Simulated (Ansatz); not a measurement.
# Which site? a vacancy of C in amorphous carbon (160 atoms), part 3 of 3

Aim: make a vacancy of C at several sites of amorphous carbon (160 atoms), relax each, and compare their energies.

Ansatz 0.2.0; Kohn-Sham DFT, PBE, PAW (set soft_2), plane waves.

The cell: 160 C. The quench rate of 500 K/ps far exceeds what a furnace or splat quench reaches. The starting topology of bonds comes from the classical model. Sampling is at Γ alone, for a cell whose shortest periodic width is 12 Å.

So far. Step 7 (Vacancy of C, site C102): The relaxation converged after 20 steps, 4.70 eV below its start, with a largest force component of 0.026 eV/Å.

**8. Vacancy of C, site C8**

The site has 3 bonded neighbours (C3) at 1.44 Å on average. 

File input.yaml:

```yaml
crystal:
  lattice:
    - [12.3406, 0.0, 0.0]
    - [0.0, 12.3406, 0.0]
    - [0.0, 0.0, 12.3406]
  atoms:
    [... atom lines 1 to 4 left out ...]
    - { symbol: C, position: [0.89231, 0.04546, 0.47435] }
    - { symbol: C, position: [0.17703, 0.20123, 0.27504] }
    - { symbol: C, position: [0.45434, 0.36801, 0.72903] }
    - { symbol: C, position: [0.39916, 0.52237, 0.99286] }
    - { symbol: C, position: [0.50281, 0.60223, 0.796] }
    - { symbol: C, position: [0.61213, 0.16636, 0.6457] }
    - { symbol: C, position: [0.77977, 0.17807, 0.10491] }
    [... atom lines 12 to 159 left out ...]
kpoints:
  mp_grid: { grid: [1, 1, 1] }
hamiltonian:
  xc: pbe
scf:
  occupations: { method: gaussian, width: 0.05 }
output:
  forces: true
  eigenvalues: true
relax:
  f_tol: 0.05
  max_steps: 90
```

Command:

```
> ansatz run input.yaml --threads 4 --pin off --max-ram 8192MiB --backend cpu --events-out ev --progress --plain --runs-dir out
```

Numbers of over 12 decimals in the logs are rounded to 6 here.

The program printed:

```text
[...]
Crystal: 159 atoms, lattice volume = 1879.355 Å³
Basis set: ecut = 420 eV, 36785 PW (Γ), exchange–correlation on 180×180×180 points (8 copies of the dense FFT grid, shifted against one another)
Bands: 477, of which v1, the nominal top of the filled ones, is band 318 counted from 1 (317 counted from 0)
Symmetry: 1 space group operations
[...]
k-points: 1
[...]
SCF iter   1: F=—  HF=-39760.470647 eV  |F-HF|=—  |Δ(HF+E_count)|=         —  Δρ=1.38e-2  dr2=9.38e0  ethr=1.77e-3  ⟨swp⟩=6.0  Hψ=2109  notcnv=0  defer=108
[...]
SCF iter   9: F=—  HF=-39759.487923 eV  |F-HF|=—  |Δ(HF+E_count)|=   5.94e-6  Δρ=6.22e-5  dr2=1.12e-4  ethr=4.05e-8  ⟨swp⟩=2.0  Hψ=599  notcnv=0  defer=150
SCF iter  10: F=-39759.487886 eV  HF=-39759.487915 eV  |F-HF|=2.97e-5  |Δ(HF+E_count)|=   7.60e-6  Δρ=3.66e-5  dr2=3.81e-5  ethr=9.83e-9  ⟨swp⟩=21.0  Hψ=3309  notcnv=0
SCF 1 converged in 10 iterations: F = -39759.487886 eV  dr2 = 3.81e-5
[...]
relax step   1: F+E_penalty+E_count = -39759.48788571 eV  Δ(F+E_penalty+E_count) = +0.000e0 eV  max|allowed force component| = 3.148e0 eV/Å  Δτ_max = 0.0000 Å  (10 SCF iters, dr2 threshold 6.25e-5 eV, accepted)
[...]
relax step   2: F+E_penalty+E_count = -39760.61953162 eV  Δ(F+E_penalty+E_count) = -1.132e0 eV  max|allowed force component| = 2.263e0 eV/Å  Δτ_max = 0.1948 Å  (7 SCF iters, dr2 threshold 1.00e-4 eV, accepted)
[...]
relax step   3: F+E_penalty+E_count = -39761.30195300 eV  Δ(F+E_penalty+E_count) = -6.824e-1 eV  max|allowed force component| = 1.679e0 eV/Å  Δτ_max = 0.1947 Å  (7 SCF iters, dr2 threshold 1.00e-4 eV, accepted)
relax step   4: F+E_penalty+E_count = -39761.63398857 eV  Δ(F+E_penalty+E_count) = -3.320e-1 eV  max|allowed force component| = 1.084e0 eV/Å  Δτ_max = 0.1680 Å  (8 SCF iters, dr2 threshold 1.00e-4 eV, accepted)
relax step   5: F+E_penalty+E_count = -39762.02946014 eV  Δ(F+E_penalty+E_count) = -3.955e-1 eV  max|allowed force component| = 1.485e0 eV/Å  Δτ_max = 0.1950 Å  (8 SCF iters, dr2 threshold 1.00e-4 eV, accepted)
relax step   6: F+E_penalty+E_count = -39762.55024902 eV  Δ(F+E_penalty+E_count) = -5.208e-1 eV  max|allowed force component| = 1.769e0 eV/Å  Δτ_max = 0.1947 Å  (6 SCF iters, dr2 threshold 1.00e-4 eV, accepted)
relax step   7: F+E_penalty+E_count = -39763.25803927 eV  Δ(F+E_penalty+E_count) = -7.078e-1 eV  max|allowed force component| = 2.188e0 eV/Å  Δτ_max = 0.1946 Å  (6 SCF iters, dr2 threshold 1.00e-4 eV, accepted)
relax step   8: F+E_penalty+E_count = -39763.89024036 eV  Δ(F+E_penalty+E_count) = -6.322e-1 eV  max|allowed force component| = 1.284e0 eV/Å  Δτ_max = 0.1948 Å  (7 SCF iters, dr2 threshold 1.00e-4 eV, accepted)
relax step   9: F+E_penalty+E_count = -39763.90583493 eV  Δ(F+E_penalty+E_count) = -1.559e-2 eV  max|allowed force component| = 1.871e0 eV/Å  Δτ_max = 0.2000 Å  (6 SCF iters, dr2 threshold 1.00e-4 eV, accepted)
relax step  10: F+E_penalty+E_count = -39764.09353807 eV  Δ(F+E_penalty+E_count) = -1.877e-1 eV  max|allowed force component| = 8.354e-1 eV/Å  Δτ_max = 0.0488 Å  (6 SCF iters, dr2 threshold 1.00e-4 eV, accepted)
relax step  11: F+E_penalty+E_count = -39764.11354772 eV  Δ(F+E_penalty+E_count) = -2.001e-2 eV  max|allowed force component| = 2.984e-1 eV/Å  Δτ_max = 0.0262 Å  (5 SCF iters, dr2 threshold 1.00e-4 eV, accepted)
relax step  12: F+E_penalty+E_count = -39764.12267031 eV  Δ(F+E_penalty+E_count) = -9.123e-3 eV  max|allowed force component| = 1.578e-1 eV/Å  Δτ_max = 0.0189 Å  (6 SCF iters, dr2 threshold 1.14e-5 eV, accepted)
relax step  13: F+E_penalty+E_count = -39764.12637489 eV  Δ(F+E_penalty+E_count) = -3.705e-3 eV  max|allowed force component| = 1.245e-1 eV/Å  Δτ_max = 0.0143 Å  (6 SCF iters, dr2 threshold 3.18e-6 eV, accepted)
relax step  14: F+E_penalty+E_count = -39764.13032729 eV  Δ(F+E_penalty+E_count) = -3.952e-3 eV  max|allowed force component| = 9.383e-2 eV/Å  Δτ_max = 0.0163 Å  (6 SCF iters, dr2 threshold 4.33e-6 eV, accepted)
relax step  15: F+E_penalty+E_count = -39764.13662082 eV  Δ(F+E_penalty+E_count) = -6.294e-3 eV  max|allowed force component| = 1.650e-1 eV/Å  Δτ_max = 0.0326 Å  (7 SCF iters, dr2 threshold 5.00e-6 eV, accepted)
relax step  16: F+E_penalty+E_count = -39764.16953472 eV  Δ(F+E_penalty+E_count) = -3.291e-2 eV  max|allowed force component| = 7.007e-1 eV/Å  Δτ_max = 0.0983 Å  (8 SCF iters, dr2 threshold 1.55e-5 eV, accepted)
relax step  17: F+E_penalty+E_count = -39764.30723012 eV  Δ(F+E_penalty+E_count) = -1.377e-1 eV  max|allowed force component| = 1.316e0 eV/Å  Δτ_max = 0.0926 Å  (7 SCF iters, dr2 threshold 1.00e-4 eV, accepted)
relax step  18: F+E_penalty+E_count = -39764.53007299 eV  Δ(F+E_penalty+E_count) = -2.228e-1 eV  max|allowed force component| = 1.373e0 eV/Å  Δτ_max = 0.0798 Å  (7 SCF iters, dr2 threshold 1.00e-4 eV, accepted)
relax step  19: F+E_penalty+E_count = -39764.66566708 eV  Δ(F+E_penalty+E_count) = -1.356e-1 eV  max|allowed force component| = 9.920e-1 eV/Å  Δτ_max = 0.0466 Å  (6 SCF iters, dr2 threshold 1.00e-4 eV, accepted)
relax step  20: F+E_penalty+E_count = -39764.65845591 eV  Δ(F+E_penalty+E_count) = +7.211e-3 eV  max|allowed force component| = 2.022e0 eV/Å  Δτ_max = 0.1149 Å  (6 SCF iters, dr2 threshold 1.00e-4 eV, rejected (line search))
relax step  21: F+E_penalty+E_count = -39764.75575059 eV  Δ(F+E_penalty+E_count) = -9.008e-2 eV  max|allowed force component| = 4.054e-1 eV/Å  Δτ_max = 0.0569 Å  (10 SCF iters, accepted)
relax step  22: F+E_penalty+E_count = -39764.75522873 eV  Δ(F+E_penalty+E_count) = +5.219e-4 eV  max|allowed force component| = 5.897e-1 eV/Å  Δτ_max = 0.0475 Å  (6 SCF iters, dr2 threshold 2.75e-5 eV, rejected (line search))
relax step  23: F+E_penalty+E_count = -39764.77640437 eV  Δ(F+E_penalty+E_count) = -2.065e-2 eV  max|allowed force component| = 1.195e-1 eV/Å  Δτ_max = 0.0232 Å  (9 SCF iters, accepted)
relax step  24: F+E_penalty+E_count = -39764.78054968 eV  Δ(F+E_penalty+E_count) = -4.145e-3 eV  max|allowed force component| = 1.600e-1 eV/Å  Δτ_max = 0.0268 Å  (9 SCF iters, accepted)
relax step  25: F+E_penalty+E_count = -39764.78486036 eV  Δ(F+E_penalty+E_count) = -4.311e-3 eV  max|allowed force component| = 1.451e-1 eV/Å  Δτ_max = 0.0087 Å  (8 SCF iters, accepted)
relax step  26: F+E_penalty+E_count = -39764.78880162 eV  Δ(F+E_penalty+E_count) = -3.941e-3 eV  max|allowed force component| = 1.340e-1 eV/Å  Δτ_max = 0.0156 Å  (6 SCF iters, dr2 threshold 1.73e-5 eV, accepted)
relax step  27: F+E_penalty+E_count = -39764.79502900 eV  Δ(F+E_penalty+E_count) = -6.227e-3 eV  max|allowed force component| = 1.179e-1 eV/Å  Δτ_max = 0.0407 Å  (7 SCF iters, dr2 threshold 1.48e-5 eV, accepted)
relax step  28: F+E_penalty+E_count = -39764.79904587 eV  Δ(F+E_penalty+E_count) = -4.017e-3 eV  max|allowed force component| = 1.212e-1 eV/Å  Δτ_max = 0.0392 Å  (8 SCF iters, dr2 threshold 1.08e-5 eV, accepted)
relax step  29: F+E_penalty+E_count = -39764.80171026 eV  Δ(F+E_penalty+E_count) = -2.664e-3 eV  max|allowed force component| = 6.935e-2 eV/Å  Δτ_max = 0.0226 Å  (6 SCF iters, dr2 threshold 1.14e-5 eV, accepted)
relax step  30: F+E_penalty+E_count = -39764.80282974 eV  Δ(F+E_penalty+E_count) = -1.119e-3 eV  max|allowed force component| = 5.962e-2 eV/Å  Δτ_max = 0.0112 Å  (10 SCF iters, accepted)
[...]
relax step  31: F+E_penalty+E_count = -39764.80362241 eV  Δ(F+E_penalty+E_count) = -7.927e-4 eV  max|allowed force component| = 4.170e-2 eV/Å  Δτ_max = 0.0103 Å  (9 SCF iters, accepted)
SCF converged after 9 iterations
Free energy (F): -39764.803622 eV
[...]
Internal energy: -39764.801404 eV  (E = F + TS)
E sigma→0 (E₀):  -39764.802513 eV
Entropy (-TS):   -0.002218 eV (-0.014 meV/atom)
Fermi energy:    4.054074 eV
[...]
Σ components = -39764.803622   (vs F -39764.803622, Δ=0.00e0)
--- Forces (eV/Å), atoms counted from 1 ---
  atom   1  C      0.00836032     0.00230553    -0.00989790
  atom   2  C      0.00093331     0.00735287    -0.00153139
  atom   3  C      0.00495484     0.00006614     0.00616600
  atom   4  C     -0.00669975     0.00156545    -0.00388011
[...]
atom 159  C      0.00143111     0.00593723     0.00177297
  max |Σ_I F_I| component: 1.47e-4 eV/Å
--- Band table (eV) ---
[...]
--- Relaxed structure (31 steps of the walk, 29 accepted, 0 SCFs on fresh bases) ---
  F+E_penalty+E_count = -39764.80362241 eV   max|allowed force component| = 4.170e-2 eV/Å
  atoms:
    - { symbol: C, position: [0.254472, 0.765710, 0.670082] }
    - { symbol: C, position: [0.748818, 0.881917, 0.030108] }
    - { symbol: C, position: [0.718323, 0.926051, 0.727259] }
    - { symbol: C, position: [0.630420, 0.984999, 0.690843] }
[...]
- { symbol: C, position: [0.690124, 0.898252, 0.465586] }
```

Run time: 4.5 min. Hardware: 4 threads of AMD EPYC 9R45, shared host; peak memory 2.8 GiB; 17 min of CPU time.

The relaxation converged after 31 steps, 5.32 eV below its start, with a largest force component of 0.042 eV/Å.

The surroundings of the place of the removed atom, after relaxation: 10 atoms, nearest first, with positions taken from that point. Atoms keep their numbers of the cell before the removal, where the removed atom was number 8.

```csv
atom,x,y,z,distance (Å),bonds
C83,0.81,0.24,0.41,0.94,3
C12,-0.34,-0.06,1.32,1.36,3
C17,1.19,0.12,-0.92,1.51,3
C110,2.15,0.43,0.01,2.20,3
C41,-0.76,-1.57,1.40,2.24,3
C98,-0.17,-1.30,-1.89,2.30,2
C82,0.96,-0.59,-2.10,2.39,3
C99,-1.03,0.98,1.93,2.39,3
C117,-0.89,-2.40,0.25,2.58,3
C45,-0.96,-2.13,-1.23,2.64,3
```

The column of bonds counts only the pairs C-C within 1.85 Å; other neighbours, such as metal atoms beside each other in a compound, aren't counted, and periodic images can show an atom twice.

The largest move is 0.94 Å, by C83.

**9. Vacancy of C, site C100**

The site has 3 bonded neighbours (C3) at 1.45 Å on average. 

Input and log are left out; they have the form of those shown for this kind of step.

Run time: 3.9 min. Hardware: 4 threads of AMD EPYC 9R45, shared host; peak memory 2.8 GiB.

The relaxation converged after 25 steps, 6.83 eV below its start, with a largest force component of 0.021 eV/Å.

**10. Vacancy of C, site C57**

The site has 2 bonded neighbours (C2) at 1.34 Å on average. 

Input and log are left out; they have the form of those shown for this kind of step.

Run time: 2.4 min. Hardware: 4 threads of AMD EPYC 9R45, shared host; peak memory 2.7 GiB.

The relaxation converged after 16 steps, 2.71 eV below its start, with a largest force component of 0.045 eV/Å.

The surroundings of the place of the removed atom, after relaxation: 10 atoms, nearest first, with positions taken from that point. Atoms keep their numbers of the cell before the removal, where the removed atom was number 57.

```csv
atom,x,y,z,distance (Å),bonds
C157,1.80,0.92,0.25,2.04,2
C159,2.30,0.15,1.23,2.61,3
C27,1.93,1.89,-0.72,2.80,3
C156,1.84,-0.91,2.18,3.00,3
C28,-3.12,-0.06,0.50,3.16,1
C55,-2.57,-0.70,-1.86,3.25,3
C47,1.17,-2.22,2.09,3.26,3
C135,-3.08,-1.00,-0.45,3.27,3
C154,-0.47,-1.83,-2.79,3.37,3
C104,-1.84,-1.90,-2.36,3.54,3
```

The column of bonds counts only the pairs C-C within 1.85 Å; other neighbours, such as metal atoms beside each other in a compound, aren't counted, and periodic images can show an atom twice.

The largest move is 2.12 Å, by C28.

**11. The sites compared**

All these cells hold the same atoms, so their energies can be compared with no chemical potential.

```csv
site,neighbours,mean distance (Å),atoms within 6 Å,energy over the best site (eV),before relaxation (eV),gain on relaxing (eV)
C102,C3,1.48,74,0.00,1.91,4.70
C100,C3,1.45,76,0.05,4.08,6.83
C44,C2,1.34,84,1.39,0.00,1.40
C81,C4,1.64,71,2.15,4.27,4.92
C8,C3,1.44,70,2.20,4.72,5.32
C57,C2,1.34,86,3.67,3.59,2.71
```

Neighbours are those of the relaxed host within 1.85 Å (C-C); other pairs aren't counted.

**12. Outcome**

The cheapest site is C102 (3 neighbours, C3); the dearest, C57 (2 neighbours, C2), costs 3.7 eV more. By coordination the energies over the best site are 1.39 to 3.67 eV with 2 neighbours, 0.00 to 2.20 eV with 3 neighbours and 2.15 eV with 4 neighbours. The chemistry differs between sites, which can decide the order more than coordination does: at C44 C moved to within 0.9 Å of the empty place; at C8 C moved to within 0.9 Å of the empty place. At C102 (largest move 1.8 Å) and C57 (largest move 2.1 Å) other atoms changed place, so the end state is more than the plain defect. Relaxation changes the order: the best site before relaxing was C44.

Caveats: Defects are neutral and interact with their images. The defect cells ran without spin polarisation, so cut bonds can't carry moments. In a disordered cell the relaxation can also rearrange atoms far from the site. Only 6 of the 160 C sites were tried; unless symmetry makes the others alike to these, a cheaper one may exist. The stress is far from hydrostatic: its diagonal is -7.3, -8.2, -10.5 GPa, compression counted positive. The pressure of -8.7 GPa means that a free cell would contract at this level.

The DFT runs together took 24 min of wall time.

[Logs are printed without paths, hosts, clocks, repeated set-up lines and the standing remarks that a program may print on its own settings, such as how far it seeks lower states.]

[Hosts, paths, dates, database ids (printed as entryN), source tags and the programs' standing remarks are cut or masked in the printed files.]
